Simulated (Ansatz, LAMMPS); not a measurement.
# Gap against volume in Ga2O3 with crystalline order left by the classical run (95 atoms)

Density of this cell: 5.58 g/cm³. The cell holds 95 atoms: 38 Ga and 57 O. Cell: a = 10.489 Å, b = 9.998 Å, c = 10.157 Å, α = 90.7°, β = 85.4°, γ = 94.1°. The starting structure: 95 atoms (38 Fe, 57 O) placed at random at 4.44 g/cm³, melted at 5000 K for 10 ps at fixed volume with the Morse and Coulomb pair potential with partial charges (Pedone, Malavasi, Menziani, Cormack and Segre, J. Phys. Chem. B 110, 11780 (2006)). Quenched from 5000 K to 300 K at 50 K/ps and fixed volume, held 5 ps, then minimised at fixed cell. Then Fe was replaced by Ga and the cell scaled by 1.003 (the potential has no terms for the new elements, so the cell is a start for a DFT relaxation).

Calculated with Ansatz 0.2.0: Kohn-Sham DFT, PBE, PAW (set soft_2), plane waves; cutoff 420 eV, Γ point, fixed occupations. The relaxed cell was scaled evenly and the atoms were relaxed at each volume. The gap is that between the highest filled and the lowest empty Kohn-Sham level on the run's k-points.

```
volume (Å³/atom)  gap (eV)
          10.033               2.287
          10.479               2.058
          10.813                   ?
          11.148               1.681
          11.482               1.505
          11.817               1.571
```

Task: Fit a straight line in ln V to the rows given and interpolate to the withheld row.

Worked fit:

A volume deformation potential makes the spacing linear in u = ln(V/V0), with V0 = 11.148 Å³ the relaxed volume; v is the spacing.

```
u = ln(V/V0)  v (eV)
   -0.105361  2.2869
  -0.0618753  2.0579
           0  1.6808
   0.0295594  1.5053
   0.0582692  1.5707
```

With n = 5: mean u = -0.0158815, mean v = 1.82032, Σ(u − ū)² = 0.017937, Σ(u − ū)(v − v̄) = -0.087717. Slope b = -0.087717 / 0.017937 = -4.8901; intercept a = v̄ − b ū = 1.7427.

At the withheld volume u = -0.03046, and v = a + b u.

Prediction at 10.813: 1.892 eV. The run gave 1.869 eV, so the fit is high by 0.022 eV (1.2 % of the value).

The slope, -4.89 eV, says that the spacing narrows on expansion. Among the rows given, the largest miss of the fit is at 11.817, by 0.11 eV (14 % of the range of the table).

Limits: The table spans 16 % in volume, wide for a linear law. Semilocal functionals tend to put gaps under measured ones. Only the Γ point is sampled. Atoms move by up to 1.2 Å in these relaxations, so the structure changes along the series. Defect or tail levels can set the spacing of a disordered cell.

[Logs are printed without paths, hosts, clocks, repeated set-up lines and the standing remarks that a program may print on its own settings, such as how far it seeks lower states.]

[Hosts, paths, dates, database ids (printed as entryN), source tags and the programs' standing remarks are cut or masked in the printed files.]
